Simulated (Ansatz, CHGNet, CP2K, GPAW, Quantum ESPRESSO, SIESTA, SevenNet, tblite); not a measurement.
**GPAW on liquid diethyl ether at 300 K (75 atoms): settings against a plane-wave reference**

Aim: run liquid diethyl ether at 300 K (75 atoms) in GPAW and see how near its forces come to a plane-wave reference, and at what cost.

Main program and level: GPAW 26.7.0; the method is named at each step.

## Step 1: Starting point

The cell holds 75 atoms: 20 C, 5 O and 50 H. Its edges and angles: a = 9.535 Å, b = 9.535 Å, c = 9.535 Å, α = 90.0°, β = 90.0°, γ = 90.0°. 5 diethyl ether placed at random, at 0.71 g/cm³; overlaps pushed apart, then 10 ps at 450 K with MMFF94 bonds, angles, torsions, charges and radii (Halgren, J. Comput. Chem. 17, 490 (1996)) in harmonic and 12-6 forms. Snapshot after 20 ps at 300 K and fixed volume. Then every atom was moved at random, 0.05 Å r.m.s. a Cartesian component (hydrogen 0.6 of that).

The yardstick, on the same geometry:

- method: Kohn-Sham DFT, PBE, PAW, plane waves (Ansatz 0.2.0); cutoff 420 eV, Γ point, fermi-dirac smearing of 0.05 eV; PAW set soft_2
- r.m.s. force component: 1.842 eV/Å
- longest force: 7.482 eV/Å
- pressure: 2.018 GPa
- gap (highest filled to lowest empty level): 4.349 eV
- SCF cycles: 9
- time: 4.6 s on 4 threads of Arm Neoverse V1, shared host
- CPU time: 16 s

## Step 2: PBE, LCAO dzp, h 0.18 Å

Method: Kohn-Sham DFT, PBE, PAW, atomic orbitals (dzp).

run.py

```python
import numpy as np
from ase.io import read
from gpaw import GPAW, FermiDirac

atoms = read("structure.xyz")
atoms.calc = GPAW(
    mode="lcao",
    basis="dzp",
    h=0.18,
    xc="PBE",
    kpts={"size": (1, 1, 1), "gamma": True},
    occupations=FermiDirac(0.05),
    maxiter=200,
    symmetry={"point_group": False},
    txt="gpaw.txt",
)
energy = atoms.get_potential_energy(force_consistent=True)
forces = atoms.get_forces()
print(f"energy {energy:.6f} eV")
print("forces (eV/A)")
for i, (a, f) in enumerate(zip(atoms, forces)):
    print(f"{i:4d} {a.symbol:2s} {f[0]:10.5f} {f[1]:10.5f} {f[2]:10.5f}")
print(f"Fermi level {atoms.calc.get_fermi_level():.4f} eV")
for k in range(len(atoms.calc.get_ibz_k_points())):
    for s in range(atoms.calc.get_number_of_spins()):
        e = atoms.calc.get_eigenvalues(kpt=k, spin=s)
        n = np.searchsorted(e, atoms.calc.get_fermi_level())
        print(f"k {k} spin {s} levels about the Fermi level:", np.round(e[max(n - 6, 0):n], 4).tolist(), "|", np.round(e[n:n + 6], 4).tolist())
```

structure.xyz

```xyz
75
Lattice="9.53465 0.00000 0.00000 0.00000 9.53465 0.00000 0.00000 0.00000 9.53465" Properties=species:S:1:pos:R:3 pbc="T T T"
C 8.62390 0.90388 7.24138
C 0.02222 9.19941 6.81708
O 8.96896 8.67167 5.69714
C 0.11499 7.49414 5.06462
C 8.86179 6.95381 4.06271
H 9.03093 1.31435 8.21658
H 7.67291 0.44956 7.39307
H 8.63649 1.60869 6.51608
H 1.03460 9.45465 6.60103
H 9.50662 8.33719 7.62629
H 0.33676 6.78858 5.94552
H 0.92934 7.93950 4.64929
H 8.34949 7.80669 3.45126
H 8.07528 6.35570 4.38117
H 0.04758 6.39565 3.35791
C 1.07541 3.33341 3.33198
C 1.90302 2.16465 2.74112
O 1.42600 2.05357 1.29929
C 2.20355 0.98216 0.81083
C 1.46328 9.11932 0.94965
H 1.23617 4.26618 2.66312
H 1.47682 3.55328 4.28640
H 0.03499 3.23463 3.35496
H 2.96280 2.55796 2.66045
H 1.72015 1.29023 3.33636
H 3.20545 0.89807 1.08733
H 2.13271 1.35411 9.31755
H 1.80815 8.34053 0.39369
H 0.39969 9.22306 0.63186
H 1.34296 8.86618 2.04451
C 5.47918 3.34571 4.50274
C 6.41949 2.31692 4.11725
O 6.25845 2.03050 2.75075
C 7.16863 1.16237 2.26429
C 7.28619 1.40484 0.70709
H 4.48052 2.93019 4.55461
H 5.59970 4.19763 4.03449
H 5.67607 3.41073 5.62049
H 7.57242 2.64157 4.13089
H 6.51541 1.27364 4.67732
H 6.69180 0.09439 2.40864
H 8.11446 1.18926 2.72977
H 7.83624 2.29633 0.53699
H 6.27380 1.46805 0.22540
H 7.86323 0.46825 0.38081
C 4.46632 0.04252 6.90347
C 4.97985 8.31994 7.00511
O 3.95631 7.33186 6.97574
C 4.57692 6.09054 6.92416
C 3.63976 4.98081 6.33701
H 3.78640 0.23608 6.16959
H 5.19677 0.84477 6.69990
H 3.90349 0.28318 7.80583
H 5.76722 8.13658 6.16415
H 5.80183 8.14841 7.86628
H 4.79116 5.80441 8.04362
[... 15 atom lines left out ...]
H 5.04116 4.76609 1.66589
H 3.36011 6.51426 2.32750
H 3.54737 6.42292 0.55082
H 4.31042 7.67473 1.37766
```

Launch:

```sh
$ OMP_NUM_THREADS=1 python run.py > output.txt
```

Standard output:

```text
energy -380.343465 eV
forces (eV/A)
   0 C     3.26230   -3.74863    3.14206
   1 C    -2.20941   -0.45090    2.40129
   2 O    -1.64375   -1.21682   -2.66640
   3 C    -0.68316    1.70196    6.56799
   4 C    -0.87150    0.32020   -5.65080
   5 H    -0.39092   -0.07973   -0.63787
   6 H    -1.65046   -0.30553    0.27180
   7 H    -0.06404    2.93753   -3.07254
   8 H     1.99859    0.69105    0.09332
   9 H     0.45212    1.36805   -0.39278
  10 H     0.29031    0.32877   -0.85018
  11 H     3.94292    1.19376   -1.26008
  12 H     0.79240   -0.93563    0.49140
  13 H    -2.05913   -1.96454    0.87160
  14 H    -1.05516    0.22073    0.43189
  15 C     2.58089    0.99846   -2.60735
  16 C    -1.57905    3.71459   -2.02870
  17 O     1.07805   -0.15971    3.94374
  18 C    -3.97129   -1.46850   -2.96383
  19 C    -1.81677    3.88703    2.73493
  20 H     0.06188   -0.91691    0.66639
  21 H     0.49227    0.59310    1.97226
  22 H    -2.49777   -0.80470    0.21166
  23 H    -0.28488   -0.86123    0.37682
[...]
67 H    -1.36399   -0.23401    0.03352
  68 H    -0.27904   -1.05694    1.22970
  69 H    -0.42926   -0.21297    0.20719
  70 H     1.49573    0.24799    2.34195
  71 H    -0.60559   -4.60731   -0.05833
  72 H     0.10390   -0.15600    0.23530
  73 H     0.80862   -0.56663    0.98913
  74 H     0.74142    0.19757    0.53099
Fermi level -0.7920 eV
k 0 spin 0 levels about the Fermi level: [-3.4493, -2.4181, -2.3777, -2.0496, -2.0198, -1.9881] | [2.8569, 3.7135, 3.7217, 3.7591, 3.8839, 4.0087]
```

gpaw.txt:

```text
Input parameters:
  mode=LCAO(),
  basis={'default': 'dzp'},
  h=0.18,
  kpts=MonkhorstPack(size=(1, 1, 1), gamma=True),
  maxiter=200,
  occupations=Occupations(name='fermi-dirac', width=0.05, fixmagmom=False),
  symmetry=Symmetry(point_group=False),
  xc=XC(name='PBE')
Unit cell  # Å
| periodic |        x |        y |        z |  lengths |    angles |
|----------|----------|----------|----------|----------|-----------|
|      yes | 9.534650 | 0.000000 | 0.000000 | 9.534650 | 90.000000 |
|      yes | 0.000000 | 9.534650 | 0.000000 | 9.534650 | 90.000000 |
|      yes | 0.000000 | 0.000000 | 9.534650 | 9.534650 | 90.000000 |
Number of symmetries: 1
Symmetry operations  # r_c * U_cc + t_c -> r_c
|   | kind |            matrix            |
|---|------|------------------------------|
| 0 |  E   |  1, 0, 0,  0, 1, 0,  0, 0, 1 |
BZ-sampling:
  Number of BZ points: 1
  Number of IBZ points: 1
  Monkhorst-Pack size: [1, 1, 1]
  Monkhorst-Pack shift: [0, 0, 0]
[... lines left out ...]
Reference energy: -31381.331927  # eV
eigensolver:
density mixing:
  MSR1-Mixer
occupation numbers:
  Fermi-Dirac:
    width: 0.0500  # eV
FastPoissonSolver using
    Stencil: 6*3+1=19 point O(h^6) finite-difference Laplacian
xc functional:
  name: PBE with 2 nearest neighbor stencil
interpolation: tri-quintic # 5. degree polynomial
Initialization done in: 5.177 s
convergence criteria:
- Maximum [total energy] change in last 3 cyles: 0.0005 eV / valence electron
- Maximum integral of absolute [dens]ity change: 0.0001 electrons / valence electron
- Maximum integral of absolute [eigenst]ate change: 4e-08 eV^2 / valence electron
maximum number of iterations: 200
SCF iterations
|iter     |      energy | eigst |  dens |
|---------|-------------|-------|-------|
|iter:   1| -397.153383 |      c|       |
|iter:   2| -394.183751 |      c| -0.71 |
|iter:   3| -380.521700 |      c| -0.74 |
|iter:   4| -380.352010 |      c| -1.44 |
|iter:   5| -380.343353 |      c| -2.06 |
|iter:   6| -380.343512c|      c| -2.70 |
|iter:   7| -380.343453c|      c| -3.08 |
|iter:   8| -380.343466c|      c| -3.55 |
|iter:   9| -380.343465c|      c| -4.14c|
Converged in 9 steps
SCF loop duration: 28.252 s (3.139 s/step)
Energy contributions relative to reference atoms: (reference = -31381.331927)
Energy contributions:
  Kinetic:         333.746060
  Coulomb:        -363.194589
  Zero:              2.412248
  External:          0.000000
  Xc:             -353.307185
  Entropy:          -0.000000
  Spinorbit:         0.000000
  ----------------------------
  Free energy:    -380.343465
  Extrapolated:   -380.343465
dipole moment: (-31.524731, -7.336157, -19.943567)  # |e|*Ang
Fermi level: -0.792
Eigenvalues  # (at kpt = [0.000, 0.000, 0.000])
| band index |      eig [eV] | occ [0-2] |
|------------|---------------|-----------|
|          0 |       -23.084 |     2.000 |
|        ... |               |           |
|         72 |        -4.015 |     2.000 |
|         73 |        -3.927 |     2.000 |
[...]
|         87 |         4.545 |     0.000 |
|        ... |               |           |
|         99 |         5.821 |     0.000 |
Gap: 4.845 eV
Transition (v -> c):
  (s=0, k=0, n=79, [0.00, 0.00, 0.00]) -> (s=0, k=0, n=80, [0.00, 0.00, 0.00])
No difference between direct/indirect transitions
Force computation time: 6.340  # s
timing:  # [seconds]
  Total:  39.794  # ━━━━━━━━━━━━━━━━━━━━━━━━━━━━━━━━━━━━━━━━━━━━━━━━━━━━━━━━━
  Init:    5.176  # ━━━━━━━╸
  SCF:    28.252  # ━━━━━━━━━━━━━━━━━━━━━━━━━━━━━━━━━━━━━━━━╸
  Forces:  6.340  # ━━━━━━━━━
```

It took 41 s on 1 thread of Arm Neoverse V1, shared host; peak memory 0.71 GiB.

Banners and routine set-up lines are dropped from the logs; longer cuts are marked.

Against the reference:

- r.m.s. force component: 2.002 eV/Å
- r.m.s. difference of force components: 316.5 meV/Å
- longest difference of force vectors: 950.5 meV/Å
- force difference over r.m.s. force: 17.18 %
- slope of forces against the reference's: 1.076
- correlation of force components: 0.9899
- gap (highest filled to lowest empty level): 4.845 eV
- gap difference: 0.4961 eV

Length of the force difference by element (eV/Å):

```tsv
element	atoms	mean	most
C	20	0.44	0.66
H	50	0.55	0.95
O	5	0.58	0.73
```

Levels nearest the highest filled one (eV from it): -1.46, -0.43, -0.39, -0.06, -0.03, 0.00, 4.84, 5.70, 5.71, 5.75, 5.87, 6.00.

Local excerpt of 9 atoms (numbers count through the whole input) about C50, which bears the longest force; x, y, z are measured from there.

```tsv
atom	x	y	z	distance (Å)	bonds	Fx	Fy	Fz (eV/Å)
C50	0.00	0.00	0.00	0.00	4	-3.61	7.05	0.86
H60	0.13	-0.92	0.38	1.00	1	1.25	-4.58	1.02
H58	-0.13	0.25	-1.06	1.10	1	-0.07	-0.81	-0.51
H59	-1.08	0.28	0.51	1.22	1	1.81	-0.43	-1.11
C49	0.94	1.11	0.59	1.57	4	-0.93	-3.14	2.19
H57	1.82	1.10	-0.06	2.12	1	1.08	0.32	-0.15
H56	1.15	0.82	1.71	2.22	1	0.49	0.09	-1.54
O48	0.32	2.35	0.64	2.46	2	-0.21	1.07	-0.56
H38	2.04	-1.57	-0.72	2.67	1	0.00	0.78	-0.51
```

Atoms are counted from 1 here, from 0 in the log.

Forces lie 17 % from the reference's, at 2.5 times its CPU time (on 1 against 4 cores).

## Step 3: PBE, LCAO dzp, h 0.25 Å

Method: Kohn-Sham DFT, PBE, PAW, atomic orbitals (dzp).

run.py: that of step 2 with these lines changed.

```diff
@@ -8,3 +8,3 @@
     basis="dzp",
-    h=0.18,
+    h=0.25,
     xc="PBE",
```

structure.xyz is that of step 2.

Standard output:

```text
energy -373.250383 eV
forces (eV/A)
   0 C     3.30399   -3.78492    3.20717
   1 C    -2.14289   -0.48705    2.36924
   2 O    -1.65024   -1.28364   -2.54325
   3 C    -0.65926    1.75279    6.64594
   4 C    -0.81462    0.38591   -5.62318
   5 H    -0.55311   -0.06794   -0.71426
   6 H    -1.54708   -0.46627    0.29815
   7 H    -0.02473    2.96732   -3.27031
   8 H     1.80536    0.85312    0.21578
   9 H     0.29527    1.32243   -0.40335
  10 H     0.13501    0.28196   -0.97289
  11 H     3.79716    1.07139   -1.25927
  12 H     0.84201   -0.93344    0.45615
  13 H    -2.22593   -1.81890    0.71741
  14 H    -0.97710    0.09858    0.55993
  15 C     2.59655    0.97116   -2.60949
  16 C    -1.54220    3.74699   -1.98773
  17 O     1.06934   -0.10588    3.85171
  18 C    -3.91575   -1.48290   -2.93564
  19 C    -1.77864    3.94489    2.73065
  20 H     0.17428   -1.05761    0.79231
  21 H     0.57956    0.44506    1.93240
  22 H    -2.35867   -0.68274    0.34329
  23 H    -0.41558   -0.80093    0.51650
[...]
67 H    -1.20505   -0.39451   -0.08271
  68 H    -0.38110   -0.92443    1.28404
  69 H    -0.55403   -0.36026    0.10105
  70 H     1.66632    0.12088    2.43398
  71 H    -0.46553   -4.63022   -0.09475
  72 H     0.23876   -0.31158    0.22137
  73 H     0.64889   -0.66864    0.87602
  74 H     0.87584    0.29282    0.47478
Fermi level -0.7716 eV
k 0 spin 0 levels about the Fermi level: [-3.445, -2.4172, -2.3744, -2.043, -2.0135, -1.9836] | [2.8597, 3.7163, 3.7257, 3.7625, 3.8866, 4.0123]
```

gpaw.txt:

```text
Input parameters:
  mode=LCAO(),
  basis={'default': 'dzp'},
  h=0.25,
  kpts=MonkhorstPack(size=(1, 1, 1), gamma=True),
  maxiter=200,
  occupations=Occupations(name='fermi-dirac', width=0.05, fixmagmom=False),
  symmetry=Symmetry(point_group=False),
  xc=XC(name='PBE')
Unit cell  # Å
| periodic |        x |        y |        z |  lengths |    angles |
[... lines left out ...]
  Fermi-Dirac:
[... lines left out ...]
convergence criteria:
- Maximum [total energy] change in last 3 cyles: 0.0005 eV / valence electron
[... lines left out ...]
Converged in 9 steps
[... lines left out ...]
  Free energy:    -373.250383
  Extrapolated:   -373.250383
dipole moment: (-31.341167, -7.336039, -20.414782)  # |e|*Ang
Fermi level: -0.772
Eigenvalues  # (at kpt = [0.000, 0.000, 0.000])
| band index |      eig [eV] | occ [0-2] |
|------------|---------------|-----------|
|          0 |       -23.106 |     2.000 |
|        ... |               |           |
|         72 |        -4.009 |     2.000 |
|         73 |        -3.921 |     2.000 |
[...]
|         87 |         4.551 |     0.000 |
|        ... |               |           |
|         99 |         5.825 |     0.000 |
Gap: 4.843 eV
Transition (v -> c):
  (s=0, k=0, n=79, [0.00, 0.00, 0.00]) -> (s=0, k=0, n=80, [0.00, 0.00, 0.00])
No difference between direct/indirect transitions
Force computation time: 3.831  # s
timing:  # [seconds]
  Total:  25.123  # ━━━━━━━━━━━━━━━━━━━━━━━━━━━━━━━━━━━━━━━━━━━━━━━━━━━━━━━━━
  Init:    4.091  # ━━━━━━━━━╸
  SCF:    17.175  # ━━━━━━━━━━━━━━━━━━━━━━━━━━━━━━━━━━━━━━━
  Forces:  3.831  # ━━━━━━━━╸
```

The job ended after 26 s (1 thread; peak memory 0.4 GiB).

Against the reference:

```yaml
r_m_s_force_component: 2.005 eV/Å
r_m_s_difference_of_force_components: 337.1 meV/Å
longest_difference_of_force_vectors: 1193 meV/Å
force_difference_over_r_m_s_force: 18.3 %
slope_of_forces_against_the_reference_s: 1.075
correlation_of_force_components: 0.9882
spacing_of_highest_filled_and_lowest_empty_level: 4.843 eV
gap_difference: 0.4944 eV
energy_less_the_same_level_run_s: 94.57 meV/atom
r_m_s_force_difference_from_the_same_level_run: 102.1 meV/Å
```

This is a coarse setting, run to see what it loses.

Against the first run (17 %), the force difference from the reference is 18 %, at 0.64 times the CPU time: the grid matters here.

The forces add up to 1.3 eV/Å instead of zero, usually a sign of too coarse a grid.

(Part 1 of 2 ends here.)

[Long decimals in the printed logs are rounded to 6 places.]

[Also dropped from logs without a mark: lines with file paths, logging warnings of Python, QE's lines on negative density and diagonalisation, SIESTA's first energy breakdown, zero terms and Voronoi charges.]

[Logs are printed without paths, hosts, clocks, repeated set-up lines and the standing remarks that a program may print on its own settings, such as how far it seeks lower states.]

[Hosts, paths, dates, database ids (printed as entryN), source tags and the programs' standing remarks are cut or masked in the printed files.]

[Most failed runs of this program on this cell are left out, timed-out ones always.]

[The MMFF94 radii named for the starting cell were scaled by 0.96; in molecules described by MMFF94, hydrogen bound to N, O or S took a small fixed 12-6 site in their place.]
